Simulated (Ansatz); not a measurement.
# Be chain started as a zigzag: one chain at several levels of theory, part 2 of 2

Wanted: the relaxed geometry and the open channels of the Be chain started as a zigzag, by several methods.

Ansatz 0.2.0; DFT PBE, plane waves, PAW; relaxation of a chain's period (the session's first sound run).

So far, conductance of the lead as this run defines it (G₀): 3.00 in steps 3, 5 and 7.

**9. Bands of the perfect wire, level LDA, k-mesh 1×1×38**

This step: DFT LDA, plane waves, PAW; channels and complex bands of a perfect chain (Ansatz 0.2.0).

The channels are counted again under LDA, at the period that it gave.

File input.yaml:

```yaml
crystal:
  lattice:
    - [9.0, 0.0, 0.0]
    - [0.0, 7.5, 0.0]
    - [0.0, 0.0, 2.1364366456]
  atoms:
    - { symbol: Be, position: [0.404148472, 0.5, 0.0] }
    - { symbol: Be, position: [0.595851528, 0.5, 0.5] }
kpoints:
  mp_grid: { grid: [1, 1, 38] }
  band_path: { path: ["Γ", Z], npoints: 60 }
scf:
  occupations: { method: fermi_dirac, width: 0.05 }
hamiltonian:
  xc: lda
output:
  transmission:
    e_range: [-2, 2]
    de: 0.035
    kmesh: [1, 1]
    reduced_basis: true
    leads: [[0, 0]]
  dos: { projected: true, e_range: [-6, 4] }
```

On the command line:

```bash
$ ansatz run input.yaml --threads 4 --pin off --max-ram 8192MiB --backend cpu --events-out ev --progress --plain --runs-dir out
```

Elapsed: 9.9 s, on 4 threads of Arm Neoverse V2, shared host; peak memory 0.47 GiB.

At the computed energy nearest the Fermi level there are 3 channels a spin, and the thermal average gives 3.00 G₀.

**10. The series together**

Times are for 4 threads of Arm Neoverse V2, shared host. Results by setting:

```csv
no.,level,conductance of the lead as this run defines it (G₀),time,memory (GiB)
1,PBE,3.000,9.4 s,0.49
2,PBEsol,3.000,10 s,0.47
3,RPBE,3.000,10 s,0.47
4,LDA,3.000,9.9 s,0.47
```

The runs together. Open channels of the lead against energy, zero at the Fermi level:

```csv
energy (eV),PBE,PBEsol,RPBE,LDA
-2.000,1,1,1,1
-1.790,1,1,1,1
-1.615,2,2,2,2
-1.405,2,2,2,2
-1.195,2,2,2,2
-0.985,2,2,2,2
-0.810,2,2,2,2
-0.600,2,2,2,2
-0.390,3,3,3,3
-0.215,3,3,3,3
-0.005,3,3,3,3
0.205,3,3,3,3
0.415,2,2,2,2
0.590,2,2,2,2
0.800,2,2,2,2
1.010,2,2,2,2
1.185,2,2,2,2
1.395,2,2,2,2
1.605,2,2,2,2
1.815,2,2,2,2
```

**11. Relaxing the period, cutoff 1800 eV**

This step: DFT PBE, plane waves, norm-conserving; relaxation of a chain's period (Ansatz 0.2.0).

The same functional on other atomic datasets tests how far the result hangs on the treatment of the cores. Against the first PBE run of this kind, the cutoff is 1800 eV against 420.

File input.yaml:

```yaml
crystal:
  lattice:
    - [9.0, 0.0, 0.0]
    - [0.0, 7.5, 0.0]
    - [0.0, 0.0, 3.2209928187]
  atoms:
    - { symbol: Be, position: [0.452426882, 0.5, 0.0], spin: 0.5 }
    - { symbol: Be, position: [0.547573118, 0.5, 0.5], spin: 0.5 }
magnetization:
  spin_polarized: true
kpoints:
  mp_grid: { grid: [1, 1, 25] }
scf:
  occupations: { method: fermi_dirac, width: 0.05 }
hamiltonian:
  xc: pbe
  pseudopotentials: { kind: nc }
relax:
  cell: { fix: [a, b, alpha, beta, gamma] }
  max_steps: 60
```

Wall time 1.9 min (4 threads); peak memory 1.5 GiB.

The cell's length comes to 2.161 Å, +0.1 % against the first run, with no moment. That is -33 % against the start, more than a small adjustment.

**12. The relaxed wire**

This step: DFT PBE, plane waves, PAW; relaxation of a chain's period (Ansatz 0.2.0).

No moment formed, so a run without spin should agree; this checks it and saves time.

input.yaml, the sections that differ from step 11:

```yaml
crystal:
  lattice:
    - [9.0, 0.0, 0.0]
    - [0.0, 7.5, 0.0]
    - [0.0, 0.0, 3.2209928187]
  atoms:
    - { symbol: Be, position: [0.452426882, 0.5, 0.0] }
    - { symbol: Be, position: [0.547573118, 0.5, 0.5] }
hamiltonian:
  xc: pbe
# kpoints, scf, relax: as in step 11
# magnetization: removed
```

The job ended after 5.2 s (4 threads; peak memory 0.39 GiB; 17 s of CPU time).

The cell's length comes to 2.161 Å, +0.0 % against the first run, with spin left out. That is -33 % against the start, more than a small adjustment.

**13. Comparing the runs**

Times are for 4 threads of Arm Neoverse V2, shared host. The runs compared:

```csv
no.,level,cell length along the wire (Å),time,memory (GiB)
1,PBE,2.160,12 s,0.42
2,PBEsol,2.158,12 s,0.42
3,RPBE,2.180,13 s,0.42
4,LDA,2.136,9.1 s,0.39
5,"PBE, NC files",2.161,1.9 min,1.5
6,"PBE, no spin",2.161,5.2 s,0.39
```

**14. Two-component spinors**

This step: DFT PBE, plane waves, fully relativistic PAW; channels of a perfect chain with spin-orbit coupling (Ansatz 0.2.0).

Spin-orbit coupling mixes the spins and splits bands that cross or touch without it, so it can open or close channels. Fully relativistic datasets take the place of the scalar ones. The window is narrow, since spinor matrices are twice as large.

File input.yaml:

```yaml
crystal:
  lattice:
    - [9.0, 0.0, 0.0]
    - [0.0, 7.5, 0.0]
    - [0.0, 0.0, 2.1597134297]
  atoms:
    - { symbol: Be, position: [0.402522054, 0.5, 0.0] }
    - { symbol: Be, position: [0.597477946, 0.5, 0.5] }
kpoints:
  mp_grid: { grid: [1, 1, 38] }
  band_path: { path: ["Γ", Z], npoints: 60 }
scf:
  occupations: { method: fermi_dirac, width: 0.05 }
hamiltonian:
  xc: pbe
  pseudopotentials: { kind: paw_fr }
output:
  transmission:
    e_range: [-0.42, 0.42]
    de: 0.035
    kmesh: [1, 1]
    reduced_basis: false
    leads: [[0, 0]]
magnetization:
  noncollinear: true
  spin_orbit: true
```

Wall time 7.3 min (4 threads); peak memory 3.5 GiB; 24 min of CPU time.

Numbers from this step:

| Quantity | Value |
| --- | --- |
| energy at zero smearing | -181.8984 eV |
| channels at the energy nearest the Fermi level, both spins | 6 |

Table of open channels of the lead, both spins by energy, zero at the Fermi level:

```csv
energy (eV),"open channels of the lead, both spins"
-0.420,6
-0.385,6
-0.350,6
-0.315,6
-0.245,6
-0.210,6
-0.175,6
-0.140,6
-0.105,6
-0.070,6
-0.035,6
0.000,6
0.035,6
0.070,6
0.105,6
0.140,6
0.175,6
0.210,6
0.245,6
0.315,2
0.350,2
0.385,4
0.420,4
```

The slowest values at each energy, most degenerate partners merged, listed up to 1.5 1/Å. The Im kz of the slowest decaying states by energy, zero at the Fermi level:

```csv
energy (eV),decay 1 (Å⁻¹),decay 2 (Å⁻¹),decay 3 (Å⁻¹),decay 4 (Å⁻¹)
-0.420,0.465,0.988,1.10,1.19
-0.385,0.455,0.983,1.10,1.19
-0.350,0.445,0.978,1.10,1.18
-0.280,0.423,0.968,1.09,1.17
-0.245,0.412,0.964,1.08,1.17
-0.210,0.400,0.959,1.08,1.17
-0.175,0.388,0.954,1.07,1.16
-0.140,0.376,0.949,1.07,1.16
-0.070,0.350,0.939,1.06,1.15
-0.035,0.336,0.934,1.06,1.15
0.000,0.321,0.929,1.05,1.14
0.035,0.306,0.924,1.05,1.14
0.070,0.290,0.919,1.04,1.13
0.140,0.256,0.908,1.03,1.13
0.175,0.237,0.903,1.03,1.12
0.210,0.216,0.898,1.02,1.12
0.245,0.193,0.893,1.02,1.11
0.280,0.0582,0.166,0.888,1.01
0.350,0.0932,0.105,0.877,1.00
0.385,0.122,0.872,1.000,1.10
0.420,0.136,0.866,0.995,1.09
```

Electronic bands along the path, in eV, zero at the Fermi level:

```csv
point,band 1,band 2,band 3,band 4,band 5,band 6,band 7,band 8
Γ,-5.70,-5.70,-1.69,-1.69,-0.47,-0.47,0.38,0.38
halfway,-4.36,-4.36,-0.45,-0.45,1.48,1.48,2.33,2.33
Z,-0.86,-0.86,-0.86,-0.86,6.05,6.05,6.05,6.05
```

At the computed energy nearest the Fermi level there are 6 spinor channels, and the thermal average gives 3.00 G₀.

**15. The same system on other settings**

This step: DFT PBE, plane waves, PAW; channels and complex bands of a perfect chain; changed: scf.max_iter = 3 (Ansatz 0.2.0).

The input of the run on the perfect lead (PBE) is made doubtful on purpose. The ELF is not written this time.

input.yaml, the sections that differ from step 14:

```yaml
scf:
  occupations: { method: fermi_dirac, width: 0.05 }
  max_iter: 3
hamiltonian:
  xc: pbe
output:
  transmission:
    e_range: [-2, 2]
    de: 0.035
    kmesh: [1, 1]
    reduced_basis: true
    leads: [[0, 0]]
  dos: { projected: true, e_range: [-6, 4] }
  write_potential: true
  write_density: true
  volumetric_format: npy
# crystal, kpoints: as in step 14
# magnetization: removed
```

Run time: 0.45 s. Hardware: 4 threads; peak memory 0.29 GiB.

The program's message: “Error: did not converge after 3 iterations: dr2 = 3.69e-5 (threshold 1.00e-7), under the density mixer `msr1`, which `scf.mixing.algorithm: auto` chose by the deck's other keys (type `scf.mixing.algor …”

The fault put into the input: too few SCF iterations (scf.max_iter = 3).

**16. What came out**

| Quantity | Value |
| --- | --- |
| cell length, PBE | 2.160 Å |
| cell length, PBEsol | 2.158 Å |
| cell length, RPBE | 2.180 Å |
| cell length, LDA | 2.136 Å |
| cell length, PBE, NC files | 2.161 Å |
| cell length, PBE, no spin | 2.161 Å |
| conductance, PBE | 3.00 G₀ |
| conductance, PBEsol | 3.00 G₀ |
| conductance, RPBE | 3.00 G₀ |
| conductance, LDA | 3.00 G₀ |
| conductance, with spin-orbit coupling | 3.00 G₀ |

**Reading.** Under PBE the cell's length is 2.16 Å, no moment survives, and it is a metal with 3 channels a spin next to the Fermi level, 3.00 G₀ at 300 K. The cell's length spans 2.0 % over the functionals, shortest under LDA and longest under RPBE. A perfect wire passes every open channel, so the conductance counts half a G₀ for each forward-moving state at the Fermi level, spin by spin. At the relaxed period it forms two rows 1.75 Å apart, with 2.06 Å between atoms of unlike rows and 2.16 Å along a row: a strip of triangles. Transport is coherent and elastic here: the atoms are frozen, so scattering by vibrations plays no part.

[Logs are printed without paths, hosts, clocks, repeated set-up lines and the standing remarks that a program may print on its own settings, such as how far it seeks lower states.]

[Hosts, paths, dates, database ids (printed as entryN), source tags and the programs' standing remarks are cut or masked in the printed files.]
